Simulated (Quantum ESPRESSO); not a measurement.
# Energy and gap at +3 % biaxial strain: F-SiC-H chair, 1 layer

**Set-up.** Quantum ESPRESSO 7.5 driven by ASE, PBE, GBRV ultrasoft, ESM (bc1); atomic heights clamped; cell area 8.482 Å² at zero strain.

```tsv
strain (%)	energy (meV a cell)	gap on the mesh (eV)
−3	84.40	3.272
−1.5	20.16	3.395
0	0.00	3.504
+1.5	18.62	3.593
```

One more run was made and is withheld. What are energy and gap at +3 %, and how stiff is the sheet?

**Fit.** About zero, E'' = (20.16 + 18.62 − 2 × 0.00)/1.5² = 17.24 meV per %² and E' = (18.62 − 20.16)/3 = −0.51 meV per %. With E = A K ε², where K = (C11 + C22)/2 + C12 (C11 + C12 for a hexagonal sheet), K = 17.24 × 10/(2 × 8.482) × 16.02 = 163 N/m. The parabola gives E(+3 %) = 0.00 + 3 × (−0.51) + 4.5 × 17.24 = 76.0 meV. Continuing the last slope, the gap is 2 × 3.593 − 3.504 = 3.682 eV.

What the calculation gave: E = 71.6 meV and the gap 3.670 eV. The parabola misses by +4.4 meV, too high, since bonds soften under tension. The gap's line misses by +0.012 eV.

Caveats: Clamped heights stiffen sheets with several planes. Semilocal gap, no spin-orbit coupling.

[Logs are printed without paths, hosts, clocks, repeated set-up lines and the standing remarks that a program may print on its own settings, such as how far it seeks lower states.]
